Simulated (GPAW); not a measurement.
Consider O on a C site in NbRu3C.

```cif
data_structure
_symmetry_space_group_name_H-M 'P 1'
_symmetry_Int_Tables_number 1
_cell_length_a 7.0410
_cell_length_b 7.0410
_cell_length_c 7.0410
_cell_angle_alpha 70.529
_cell_angle_beta 70.529
_cell_angle_gamma 109.471
_cell_volume 268.71
loop_
_atom_site_label
_atom_site_type_symbol
_atom_site_fract_x
_atom_site_fract_y
_atom_site_fract_z
_atom_site_occupancy
Ru1 Ru 0.50000 0.25666 0.74334 1
Ru2 Ru 0.00000 0.75000 0.75000 1
Ru3 Ru 0.50000 0.74334 0.25666 1
Ru4 Ru 0.00000 0.25000 0.25000 1
Ru5 Ru 0.24334 0.74334 0.00000 1
Ru6 Ru 0.75666 0.25666 0.00000 1
Ru7 Ru 0.25000 0.25000 0.50000 1
Ru8 Ru 0.75000 0.75000 0.50000 1
Ru9 Ru 0.24334 0.00000 0.25666 1
Ru10 Ru 0.75000 0.50000 0.25000 1
Ru11 Ru 0.25000 0.50000 0.75000 1
Ru12 Ru 0.75666 0.00000 0.74334 1
Nb13 Nb 0.00000 0.00000 0.00000 1
Nb14 Nb 0.50000 0.50000 0.00000 1
Nb15 Nb 0.00000 0.50000 0.50000 1
Nb16 Nb 0.50000 0.00000 0.50000 1
O17 O 0.50000 0.00000 0.00000 1
C18 C 0.00000 0.50000 0.00000 1
C19 C 0.50000 0.50000 0.50000 1
C20 C 0.00000 0.00000 0.50000 1
```

Absorber: atom 17, with 6 Ru at 2.09 Å (octahedral; the defect atom itself). Method: GPAW, PBE, excited-electron core hole (neutral cell), 20-atom cell with 7.0 Å between holes, 5×5×5 k points, dipole transitions, Gaussian full width 0.9 eV up to 4 eV, rising linearly to 3.5 eV at 25 eV.

Q: What does the O K edge look like?

Main maxima up to 24 eV above the zero (height): 0.4 eV (1.92), 4.9 eV (2.56), 10.8 eV (1.30) and 15.5 eV (1.06). A K edge sees empty p states; the first features are O p mixed into the empty d states of the Ru neighbours, and the broad ones above probably into the cations' higher empty bands. The total-energy difference is 539.87 eV. One term is added: -8.91 eV, since the hole is spin-paired here and a spin-polarised one costs that much less in the free atom (computed apart). The photon energy is then 530.96 eV. The functional leaves an error of a few eV in such absolute values.

The O K spectrum (energy from the lowest empty level; intensity scaled to a mean of 1 over the first 20 eV):

```
E (eV)  intensity
  -2.0       0.00
  -1.5       0.00
  -1.0       0.01
  -0.5       0.29
   0.0       1.38
   0.5       1.86
   1.0       1.20
   1.5       1.04
   2.0       0.96
   2.5       0.91
   3.0       0.85
   3.5       0.77
   4.0       0.87
   4.5       1.95
   5.0       2.53
   5.5       1.69
   6.0       1.05
   6.5       0.74
   7.0       0.63
   7.5       0.65
   8.0       0.76
   8.5       0.84
   9.0       0.85
   9.5       0.91
  10.0       1.08
  10.5       1.26
  11.0       1.29
  11.5       1.18
  12.0       1.02
  12.5       0.91
  13.0       0.87
  13.5       0.89
  14.0       0.93
  14.5       0.99
  15.0       1.04
  15.5       1.06
  16.0       1.02
  16.5       0.90
  17.0       0.75
  17.5       0.62
  18.0       0.54
  18.5       0.51
  19.0       0.50
  19.5       0.51
  20.0       0.53
  20.5       0.56
  21.0       0.61
  21.5       0.66
  22.0       0.72
  22.5       0.79
  23.0       0.84
  23.5       0.89
  24.0       0.92
  24.5       0.94
  25.0       0.94
  25.5       0.94
  26.0       0.95
  26.5       0.98
  27.0       1.04
  27.5       1.10
```

The cell shows no gap over 0.35 eV; the host's own band filling, the defect's levels or the functional may be the cause. The first peak sits at the Fermi energy, where the partly filled level is cut, so its height is uncertain. In so small a cell the defects form an ordered array, and no site is far from one. Lifetime broadening is put in by hand, and intensities beyond about 20 eV depend on it and on the partial waves.

[Banner, clock and machine lines of the logs are left out without a mark of their own.]

[Logs are printed without paths, hosts, clocks, repeated set-up lines and the standing remarks that a program may print on its own settings, such as how far it seeks lower states.]

[Hosts, paths, dates, database ids (printed as entryN), source tags and the programs' standing remarks are cut or masked in the printed files.]

[Lists of maxima count a maximum above −3 eV only where it reaches 4 % of the highest in the window and stands out from its surroundings by 2 % of it (1.5 % where it reaches 55 %); shoulders and weaker maxima are passed over, and of the rest the first, up to two pre-edge ones and the few strongest are named.]
